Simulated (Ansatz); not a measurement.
# TiTe2 monolayer (2H): modes against uniaxial strain along the armchair direction, normal to a, with the width clamped, part 2 of 3

Aim: how do the optical modes of TiTe2 monolayer (2H) shift and split under this strain?

Ansatz 0.2.0; DFT PBE, scalar-relativistic, plane waves, PAW; PAW set soft_1.

So far: The structure; Relaxation.

### 3. Tight relaxation

Phonons need small forces and stress, so the relaxation is finished with tight tolerances on 12×12×1 k points.

Contents of input.yaml:

```yaml
crystal:
  lattice:
    - [3.7477308129, 0.0, 0.0]
    - [-1.8738654064, 3.2456300905, 0.0]
    - [0.0, 0.0, 31.0]
  atoms:
    - { symbol: Ti, position: [0.3333333333, 0.6666666667, 0.3225806452] }
    - { symbol: Te, position: [0.6666666667, 0.3333333333, 0.3802017248] }
    - { symbol: Te, position: [0.6666666667, 0.3333333333, 0.2649595655] }
  periodic: [true, true, false]
kpoints:
  mp_grid: { grid: [12, 12, 1] }
hamiltonian:
  xc: pbe
  pseudopotentials: { kind: paw, azcp: { folder: soft_1 } }
scf:
  occupations: { method: gaussian, width: 0.01 }
output:
  forces: true
  stress: true
  eigenvalues: true
  write_density: true
  write_potential: true
  elf: true
  volumetric_format: npy
relax:
  adjacent_minimum: "off"
  f_tol: 0.001
  max_steps: 60
  cell: { stress_2d_tol: 0.002 }
```

Started as:

```bash
$ ansatz run input.yaml --threads 4 --pin off --max-ram 16384MiB --backend cpu --events-out ev --progress --plain --runs-dir out
```

Numbers of over 12 decimals in the logs are rounded to 6 here.

The program printed:

```text
[...]
Crystal: 3 atoms, lattice volume = 377.076 Å³
Basis set: ecut = 420 eV, 7399 PW (Γ), exchange–correlation on 54×54×432 points (8 copies of the dense FFT grid, shifted against one another)
Bands: 27, of which v1, the nominal top of the filled ones, is band 22 counted from 1 (21 counted from 0)
Symmetry: 12 space group operations
[...]
--- Relaxed structure (2 steps of the walk, 2 accepted, 1 SCFs on fresh bases) ---
[...]
cell:  # Å, volume = 377.1039 Å³
    - [3.747869, -2.886864464426129e-11, 0.0]
    - [-1.873934, 3.245749, 0.0]
    - [0.0, 0.0, 31.0]
  atoms:
    - { symbol: Ti, position: [0.333333, 0.666667, 0.322581] }
    - { symbol: Te, position: [0.666667, 0.333333, 0.380198] }
    - { symbol: Te, position: [0.666667, 0.333333, 0.264963] }
[key lines of the parts left out:]
SCF converged after 11 iterations
Free energy (F): -16461.545828 eV
Fermi energy:    -5.220745 eV
P = ½ c Tr σ = 0.0009 N/m
```

Run time: 21 s. Hardware: 4 threads of Arm Neoverse V1, shared host; peak memory 0.72 GiB.

Little changed from the start: no atom moved by 0.005 Å and no cell edge by 0.1 %.

This step gave:

```
gap on the k-mesh : 0.1818 eV
```

Electrostatic potential energy in the ac plane at fractional y = 0.333, with atoms of Te within 0.2 Å of it. With pseudopotentials it is smooth inside the atoms' cores, unlike the true potential.

Values in eV, 24 rows by 14 columns, each cell a mean:
```
  0   0   0   0   0   0   0   0   0   0   0   0   0   0
  0   0   0   0   0   0   0   0   0   0   0   0   0   0
  0   0   0   0   0   0   0   0   0   0   0   0   0   0
  0   0   0   0   0   0   0   0   0   0   0   0   0   0
  0   0   0   0   0   0   0   0   0   0   0   0   0   0
  0   0   0   0   0   0   0   0   0   0   0   0   0   0
  0   0   0   0   0   0   0   0   0   0   0   0   0   0
  0   0   0   0   0   0   0   0   0   0   0   0   0   0
  0   0   0   0   0   0   0   0   0   0   0   0   0   0
  0   0   0   0   0   0   0   0   0   0   0   0   0   0
  0   0   0   0   0   0   0   0   0   0   0   0   0   0
  0   0   0   0   0   0   0   0   0   0   0   0   0   0
  0   0   0   0   0   0   0   0   0   0   0   0   0   0
 -1   0   0   0  -1  -1  -1  -2  -3  -4  -3  -3  -2  -1
 -5  -3  -2  -2  -4 -10 -21 -25 -15 -12 -13 -22 -23 -14
 -6  -6  -6  -6  -6  -7 -12 -16 -17 -15 -16 -17 -14  -9
 -7  -8  -9  -9  -8  -6  -6  -8 -10 -11 -10  -9  -7  -6
 -6  -3  -2  -3  -5 -11 -24 -27 -15  -9 -11 -24 -26 -17
 -2  -1  -1  -1  -1  -3  -6  -9 -12 -13 -12 -11  -7  -4
  0   0   0   0   0   0   0   0   0   0   0   0   0   0
  0   0   0   0   0   0   0   0   0   0   0   0   0   0
  0   0   0   0   0   0   0   0   0   0   0   0   0   0
  0   0   0   0   0   0   0   0   0   0   0   0   0   0
  0   0   0   0   0   0   0   0   0   0   0   0   0   0
```
Columns run along a (3.7 Å; values clipped at the 3rd and 97th percentile), rows up along c (31.0 Å). Atoms in or near the plane, at fractional coordinates: Te at (0.67, 0.38), Te at (0.67, 0.26).

Valence density in the ac plane at fractional y = 0.333, with atoms of Te within 0.2 Å of it. It is the smooth field of the valence electrons, not physical close to the nuclei.

Ten steps, logarithmic in the rise over the least value, from '0' (0 e/Å³) to '9' (11 e/Å³), each cell a mean:
```
00000000000000
00000000000000
00000000000000
00000000000000
00000000000000
00000000000000
00000000000000
00000000000000
00000000000000
00000000000000
00000000000000
00000000000000
00000000000000
00000011111110
21111246899753
22112234676533
21112222333222
21112347999753
10000123344321
00000000000000
00000000000000
00000000000000
00000000000000
00000000000000
```
Columns run along a (3.7 Å), rows up along c (31.0 Å). Atoms in or near the plane, at fractional coordinates: Te at (0.67, 0.38), Te at (0.67, 0.26).

ELF in the ac plane at fractional y = 0.333, with atoms of Te within 0.2 Å of it. It is the smooth field of the valence electrons, not physical close to the nuclei.

Ten even steps from '0' (0.00) to '9' (0.76), each cell a mean:
```
00000000000000
00000000000000
00000000000000
00000000000000
00000000000000
00000000000000
00000000000000
00000000000000
00000000000000
00000000000000
00000000000000
00000000000000
00000001222110
31002589999986
74236875322467
53225676444567
31112455544555
75247764111357
52014799989998
00000124555432
00000000000000
00000000000000
00000000000000
00000000000000
```
Columns run along a (3.7 Å), rows up along c (31.0 Å). Atoms in or near the plane, at fractional coordinates: Te at (0.67, 0.38), Te at (0.67, 0.26).

The largest force component left is 0.59 meV/Å, within the tolerances set.

### 4. Modes at rest

Phonons follow from the second derivative of the energy, found here by linear response.

The modes at rest are the reference of the series.

input.yaml, the sections that differ from step 3:

```yaml
crystal:
  lattice:
    - [3.7478685862, 0.0, 0.0]
    - [-1.8739342931, 3.2457494057, 0.0]
    - [0.0, 0.0, 31.0]
  atoms:
    - { symbol: Ti, position: [0.3333333333, 0.6666666667, 0.3225806452] }
    - { symbol: Te, position: [0.6666666667, 0.3333333333, 0.3801980962] }
    - { symbol: Te, position: [0.6666666667, 0.3333333333, 0.2649631941] }
  periodic: [true, true, false]
output:
  eigenvalues: true
phonons:
  method: dfpt
# kpoints, hamiltonian, scf: as in step 3
# relax: removed
```

The program printed:

```text
Warning: crystal.symmetry: narrowed to the stabiliser of the run's FFT grids — unitary ops 12 → 6. A phonons.method: dfpt run fills in the rows of the dynamical matrix that it does not solve by its symmetry operations, which is exact only for operations that map its FFT grids onto themselves: filled in by any other, the frequencies could depend on the order in which like atoms are typed, or, by more than the grids' own error, on where the crystal sits among the grids' points. Excluded: 6 operations. The run can therefore solve more perturbations, solve them on more k-points, or both, and cost more. [rest of the remark cut]
[...]
Crystal: 3 atoms, lattice volume = 377.104 Å³
Basis set: ecut = 420 eV, 7399 PW (Γ), exchange–correlation on 54×54×432 points (8 copies of the dense FFT grid, shifted against one another)
Bands: 27, of which v1, the nominal top of the filled ones, is band 22 counted from 1 (21 counted from 0)
Symmetry: 12 space group operations
k-points: 43 of 144 (irreducible under 2 space group operations, time reversal used)
[...]
SCF iter  13: F=-16461.545828 eV  HF=-16461.545828 eV  |F-HF|=9.82e-11  |Δ(HF+E_count)|=  1.09e-11  Δρ=3.28e-8  dr2=6.15e-12  ethr=1.00e-12  ⟨swp⟩=19.0  Hψ=8329  notcnv=0
SCF 1 converged in 13 iterations: F = -16461.545828 eV  dr2 = 6.15e-12
[...]
DFPT response loops at Γ: preconditioner auto → none (the input reference at scf.mixing.eps_inf says where Resta's filter doesn't serve); β = 0.50; Broyden in place of MSR1
SCF converged after 13 iterations
Free energy (F): -16461.545828 eV
[...]
Internal energy: -16461.545828 eV  (E = F + TS)
E sigma→0 (E₀):  -16461.545828 eV
Fermi energy:    -5.220747 eV
[...]
--- Band table (eV; the first three rows and the last of 43) ---
  k-point 0: bands = [... 18 lower, -6.0419, -6.0419, -5.3114, -5.3114, -4.4280, -2.5085, -2.5085, -2.3714, ... 1 higher]
  k-point 1: bands = [... 18 lower, -6.2928, -6.0115, -5.4231, -5.4116, -4.4597, -2.7871, -2.7085, -2.5154, ... 1 higher]
  k-point 2: bands = [... 18 lower, -6.5200, -5.9296, -5.7232, -5.6958, -4.5956, -3.1626, -3.0944, -2.8498, ... 1 higher]
  k-point 42: bands = [... 18 lower, -7.8563, -7.3655, -7.2186, -5.9122, -4.7083, -3.5321, -3.3857, -2.9581, ... 1 higher]
--- Phonons (Γ-DFPT): 6 representative perturbations + reference, on 43 of 144 k-points (Σ response iterations 25) ---
  ASR residual: 1.472e-4 → 0.000e0 eV/Å²; symmetrization residual: 5.803e-5 eV/Å²
  The last average, over the group as it would stand without the narrowing to the FFT grids, took up to 2.446e-6 eV/Å² of the zone centre's force constants
  ASR residual per site (eV/Å²): 1.47e-4 3.34e-5 3.52e-5
  Γ frequencies (cm⁻¹): 0.00 0.00 0.00 57.06 57.06 147.22 187.13 187.13 255.77
  non-analytic LO–TO correction: not included (Born effective charges unavailable; polar crystals: no LO–TO splitting at Γ)
```

The job ended after 93 s (4 threads; peak memory 1.8 GiB; 6 min of CPU time).

Numbers from this step:

```
sum-rule residual before enforcement                    : 1.47e-4 eV/Å²
point group                                             : -6m2
highest optical mode at the zone centre (no LO-TO term) : 255.8 cm⁻¹
lowest optical zone-centre mode                         : 57.06 cm⁻¹
```

Without the LO-TO term. Patterns of degenerate modes are one choice out of their space. Modes at Γ, with each element's share of the kinetic energy:

```tsv
mode	frequency (cm⁻¹)	symmetry	Ti %	Te %
1	0.0	acoustic	16	84
2	0.0	acoustic	16	84
3	0.0	acoustic	16	84
4	57.1	E''	0	100
5	57.1	E''	0	100
6	147.2	A1'	0	100
7	187.1	E'	84	16
8	187.1	E'	84	16
9	255.8	A2''	84	16
```

Displacements in mode 4 (57.1 cm⁻¹), the largest set to 1:
```
Ti1  0.00  0.00  0.00
Te2  0.00 -1.00  0.00
Te3  0.00  1.00  0.00
```

Displacements in mode 8 (187.1 cm⁻¹), the largest set to 1:
```
Ti1  0.00  1.00  0.00
Te2  0.00 -0.19  0.00
Te3  0.00 -0.19  0.00
```

Before it was imposed, the acoustic sum rule was missed by 1.5e-4 eV/Å². Small misses are needed for a sound result but don't prove that mesh and cutoff are converged. The lowest optical mode is real, 57.1 cm⁻¹.

### 5. A member of the series: uniaxial strain of -1 % along the armchair direction, normal to a, with the width clamped

The cell takes a uniaxial strain of -1 % along the armchair direction, normal to a, with the width clamped. The cell is held, and the atoms relax in it.

Changes to input.yaml since step 4:

```diff
@@ -3,3 +3,3 @@
     - [3.7478685862, 0.0, 0.0]
-    - [-1.8739342931, 3.2457494057, 0.0]
+    - [-1.8739342931, 3.2132919116, 0.0]
     - [0.0, 0.0, 31.0]
@@ -18,4 +18,8 @@
 output:
+  forces: true
+  stress: true
   eigenvalues: true
-phonons:
-  method: dfpt
+relax:
+  adjacent_minimum: "off"
+  f_tol: 0.001
+  max_steps: 60
```

The program printed:

```text
[...]
--- Relaxed structure (5 steps of the walk, 4 accepted, 0 SCFs on fresh bases) ---
  F+E_penalty+E_count = -16461.54368941 eV   max|allowed force component| = 7.213e-4 eV/Å
  cell:  # Å, volume = 373.3329 Å³
    - [3.7478685862, 0.0, 0.0]
    - [-1.8739342931, 3.2132919116, 0.0]
    - [0.0, 0.0, 31.0]
  atoms:
    - { symbol: Ti, position: [0.332569, 0.665138, 0.322581] }
    - { symbol: Te, position: [0.667049, 0.334098, 0.380374] }
    - { symbol: Te, position: [0.667049, 0.334098, 0.264787] }
[key lines of the parts left out:]
SCF converged after 3 iterations
Free energy (F): -16461.543689 eV
Fermi energy:    -5.181719 eV
P = ½ c Tr σ = 0.3813 N/m
```

Run time: 51 s. Hardware: 4 threads; peak memory 0.86 GiB.

Step by step:

```tsv
step	energy less that of the first step (eV)	largest force component (eV/Å)
1	0.0000	0.0567
2	0.0006	0.1026
3	-0.0004	0.0148
4	-0.0004	0.0007
5	-0.0004	0.0007
```

Relaxation step 2 was tried and not accepted.

The run keeps the 4 symmetry operations that it works with, so distortions that break them were not tested.

Final coordinates:

```xyz
3
Lattice="3.7479 0.0000 0.0000 -1.8739 3.2133 0.0000 0.0000 0.0000 31.0000" Properties=species:S:1:pos:R:3
Ti    0.0000    2.1373   10.0000
Te    1.8739    1.0736   11.7916
Te    1.8739    1.0736    8.2084
```

Numbers from this step:

```yaml
gap_on_the_k_mesh: 0.1050 eV
area_per_atom: 4.014 Å²
```

The largest force component left is 0.72 meV/Å.

### 6. Zone-centre modes of the member: uniaxial strain of -1 % along the armchair direction, normal to a, with the width clamped

The zone-centre modes follow for uniaxial strain of -1 % along the armchair direction, normal to a, with the width clamped.

input.yaml, the sections that differ from step 5:

```yaml
crystal:
  lattice:
    - [3.7478685862, 0.0, 0.0]
    - [-1.8739342931, 3.2132919116, 0.0]
    - [0.0, 0.0, 31.0]
  atoms:
    - { symbol: Ti, position: [0.3325691404, 0.6651382807, 0.3225806452] }
    - { symbol: Te, position: [0.6670487631, 0.3340975263, 0.38037395] }
    - { symbol: Te, position: [0.6670487631, 0.3340975263, 0.2647873404] }
  periodic: [true, true, false]
output:
  eigenvalues: true
phonons:
  method: dfpt
# kpoints, hamiltonian, scf: as in step 5
# relax: removed
```

The program printed:

```text
[...]
Crystal: 3 atoms, lattice volume = 373.333 Å³
Basis set: ecut = 420 eV, 7339 PW (Γ), exchange–correlation on 54×54×432 points (8 copies of the dense FFT grid, shifted against one another)
Bands: 27, of which v1, the nominal top of the filled ones, is band 22 counted from 1 (21 counted from 0)
Symmetry: 4 space group operations
k-points: 43 of 144 (irreducible under 2 space group operations, time reversal used)
[...]
SCF iter   1: F=—  HF=-16461.810854 eV  |F-HF|=—  |Δ(HF+E_count)|=         —  Δρ=1.45e-2  dr2=1.37e0  ethr=3.10e-3  ⟨swp⟩=16.1  Hψ=8464  notcnv=0
[...]
SCF iter  14: F=-16461.543689 eV  HF=-16461.543689 eV  |F-HF|=2.91e-11  |Δ(HF+E_count)|=  1.82e-11  Δρ=2.48e-8  dr2=3.69e-12  ethr=1.00e-12  ⟨swp⟩=19.2  Hψ=8974  notcnv=0
SCF 1 converged in 14 iterations: F = -16461.543689 eV  dr2 = 3.69e-12
[...]
SCF converged after 14 iterations
Free energy (F): -16461.543689 eV
[...]
Internal energy: -16461.543689 eV  (E = F + TS)
E sigma→0 (E₀):  -16461.543689 eV
Fermi energy:    -5.181724 eV
[...]
--- Band table (eV; the first three rows and the last of 43) ---
  k-point 0: bands = [... 18 lower, -6.0193, -5.9592, -5.2908, -5.2336, -4.4266, -2.4599, -2.4308, -2.3444, ... 1 higher]
  k-point 1: bands = [... 18 lower, -6.2152, -5.9891, -5.4073, -5.3416, -4.4531, -2.7252, -2.6254, -2.4927, ... 1 higher]
  k-point 2: bands = [... 18 lower, -6.5152, -5.9088, -5.6922, -5.6913, -4.5760, -3.1068, -3.0529, -2.8330, ... 1 higher]
  k-point 42: bands = [... 18 lower, -7.8520, -7.3683, -7.2187, -5.9328, -4.6634, -3.4965, -3.3480, -2.9268, ... 1 higher]
[...]
ASR residual: 7.964e-5 → 0.000e0 eV/Å²; symmetrization residual: 4.194e-5 eV/Å²
[...]
ASR residual per site (eV/Å²): 7.96e-5 2.72e-5 2.75e-5
  Γ frequencies (cm⁻¹): 0.00 0.00 0.00 56.98 58.93 147.46 179.54 187.44 258.93
[...]
```

Wall time 2.4 min (4 threads); peak memory 1.8 GiB; 9.2 min of CPU time.

Numbers from this step:

- sum-rule residual before enforcement: 7.96e-5 eV/Å²
- point group: mm2
- highest optical mode at the zone centre (no LO-TO term): 258.9 cm⁻¹
- lowest optical zone-centre mode: 56.98 cm⁻¹

Without the LO-TO term. Patterns of degenerate modes are one choice out of their space. The modes at Γ (shares of kinetic energy by element, %):

```tsv
mode	frequency (cm⁻¹)	symmetry	Ti %	Te %
1	0.0	acoustic	16	84
2	0.0	acoustic	16	84
3	0.0	acoustic	16	84
4	57.0	B1	0	100
5	58.9	A2	0	100
6	147.5	A1	0	100
7	179.5	A1	84	16
8	187.4	B2	84	16
9	258.9	B1	84	16
```

The lowest optical mode is real, 57.0 cm⁻¹, and the highest lies at 258.9 cm⁻¹.

### 7. A member of the series: uniaxial strain of +5 % along the armchair direction, normal to a, with the width clamped

The cell takes a uniaxial strain of +5 % along the armchair direction, normal to a, with the width clamped. The cell is held, and the atoms relax in it.

input.yaml, the sections that differ from step 6:

```yaml
crystal:
  lattice:
    - [3.7478685862, 0.0, 0.0]
    - [-1.8739342931, 3.4080368761, 0.0]
    - [0.0, 0.0, 31.0]
  atoms:
    - { symbol: Ti, position: [0.3355071023, 0.6710142046, 0.3225806452] }
    - { symbol: Te, position: [0.6655797822, 0.3311595643, 0.379533798] }
    - { symbol: Te, position: [0.6655797822, 0.3311595643, 0.2656274924] }
  periodic: [true, true, false]
output:
  forces: true
  stress: true
  eigenvalues: true
relax:
  adjacent_minimum: "off"
  f_tol: 0.001
  max_steps: 60
# kpoints, hamiltonian, scf: as in step 6
# phonons: removed
```

The program printed:

```text
[...]
Crystal: 3 atoms, lattice volume = 395.959 Å³
Basis set: ecut = 420 eV, 7775 PW (Γ), exchange–correlation on 54×54×432 points (8 copies of the dense FFT grid, shifted against one another)
Bands: 27, of which v1, the nominal top of the filled ones, is band 22 counted from 1 (21 counted from 0)
Symmetry: 4 space group operations
[...]
--- Relaxed structure (5 steps of the walk, 4 accepted, 0 SCFs on fresh bases) ---
  F+E_penalty+E_count = -16461.49589350 eV   max|allowed force component| = 1.455e-5 eV/Å
  cell:  # Å, volume = 395.9591 Å³
    - [3.7478685862, 0.0, 0.0]
    - [-1.8739342931, 3.4080368761, 0.0]
    - [0.0, 0.0, 31.0]
  atoms:
    - { symbol: Ti, position: [0.335906, 0.671811, 0.3225806452] }
    - { symbol: Te, position: [0.665381, 0.330761, 0.379376] }
    - { symbol: Te, position: [0.665381, 0.330761, 0.265785] }
[key lines of the parts left out:]
SCF converged after 5 iterations
Free energy (F): -16461.495893 eV
Fermi energy:    -5.306814 eV
P = ½ c Tr σ = -1.6551 N/m
```

It took 53 s on 4 threads; peak memory 0.89 GiB.

(Part 2 of 3 ends here.)

[Logs are printed without paths, hosts, clocks, repeated set-up lines and the standing remarks that a program may print on its own settings, such as how far it seeks lower states.]

[Hosts, paths, dates, database ids (printed as entryN), source tags and the programs' standing remarks are cut or masked in the printed files.]
